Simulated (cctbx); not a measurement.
# What is wrong with this refinement?

Cell a = 4.5470 Å, b = 4.5470 Å, c = 24.2980 Å, α = 90.00°, β = 90.00°, γ = 90.00°; space group I4/mmm (no. 139). The compound is Eu3V2S7.

The data are simulated with cctbx, not measured: Mo Kα, λ = 0.71073 Å, to d = 0.7 Å, 95 % of the full sphere, strongest reflection 70000 counts, noise from counting, a 6 % proportional error and a noise floor of 8 counts (s.d.); no absorption, and some extinction, which the refinements don't model.

An anisotropic refinement with weights 1/σ² prints:

```text
Rint 0.048, 278 unique reflections to 0.70 A
cycle     R1     wR2    GooF  max shift (A)
   1  0.3612  0.6827  30.274   0.02618
   3  0.1522  0.3555  15.763   0.00004
final R1 0.1522 wR2 0.3555 GooF 15.763  parameters 17  data/parameter 16.4
atom        x        y        z      Ueq    occ   su(xyz)  su(Uiso or U11)
Rh1    0.50000  0.50000  0.00000  -0.0184  1.000  0.00000  0.0012  NPD
Eu1    0.50000  0.50000  0.18425  -0.0006  1.000  0.00011  0.0013  NPD
V1     0.50000  0.50000  0.39938   0.0018  1.000  0.00044  0.0026
S1     0.00000  0.00000  0.00000   0.0061  1.000  0.00000  0.0047
S2     0.50000  0.50000  0.30062   0.0008  1.000  0.00059  0.0033  NPD
S3     0.00000  0.50000  0.40014  -0.0020  1.000  0.00037  0.0036  NPD
difference map: max 74.30 min -6.07 rms 2.89
Q1    0.0000  0.0000  0.5000    2   74.30  0.00 A from Rh1
Q2    0.0000  0.0000  0.3144    4   40.52  0.03 A from Eu1
Q3    0.0000  0.0000  0.0928    4   13.61  0.19 A from V1
Q4    0.0000  0.0000  0.0000    2   10.74  0.00 A from S1
Q5    0.0000  0.0000  0.1856    4   10.12  0.33 A from S2
Q6    0.0000  0.5000  0.1009    8    5.17  0.03 A from S3
```

**Question.** Can this result stand? If not, what is the likely fault?

Mend it. The fault: wrong element: Rh1 is Eu. Against the right model at the same level, R1 goes from 0.0100 to 0.1522 and GooF from 0.91 to 15.76, U of Eu1 shrinks from 0.0054 to -0.0006 Å², U of Rh1 shrinks from 0.0036 to -0.0184 Å², the top difference peak, 74.3 e/Å³, lies on Rh1 and Rh1, Eu1, S2 and S3 go non-positive-definite. Rh1 has 18 electrons too few and its U shrinks to make up, as expected.

The compound is Eu3V2S7. The right model at the same level gives:

```text
Rint 0.048, 278 unique reflections to 0.70 A
cycle     R1     wR2    GooF  max shift (A)
   1  0.0142  0.0377   1.673   0.00432
   2  0.0100  0.0206   0.913   0.00000
final R1 0.0100 wR2 0.0206 GooF 0.913  parameters 17  data/parameter 16.4
atom        x        y        z      Ueq    occ   su(xyz)  su(Uiso or U11)
Eu1    0.50000  0.50000  0.00000   0.0036  1.000  0.00000  0.0001
Eu2    0.50000  0.50000  0.18430   0.0054  1.000  0.00001  0.0001
V1     0.50000  0.50000  0.40010   0.0076  1.000  0.00002  0.0001
S1     0.00000  0.00000  0.00000   0.0092  1.000  0.00000  0.0003
S2     0.50000  0.50000  0.30190   0.0092  1.000  0.00003  0.0002
S3     0.00000  0.50000  0.40032   0.0067  1.000  0.00002  0.0002
difference map: max 0.64 min -0.61 rms 0.14
Q1    0.0000  0.0000  0.2357    4    0.64  0.91 A from S2
Q2    0.0000  0.0000  0.3475    4    0.60  0.77 A from Eu2
Q3    0.0000  0.5000  0.1409    8    0.46  1.00 A from S3
Q4    0.2309  0.2309  0.2742   16    0.41  1.79 A from Eu2
Q5    0.1048  0.1048  0.0674   16    0.37  1.04 A from V1
Q6    0.1198  0.2687  0.4367   32    0.37  1.48 A from S3
```

The model is made up (kin elements in a known structure type, no relaxation), so it says nothing on whether the phase exists.

[Middle refinement cycles are left out of these outputs.]

[Logs are printed without paths, hosts, clocks, repeated set-up lines and the standing remarks that a program may print on its own settings, such as how far it seeks lower states.]
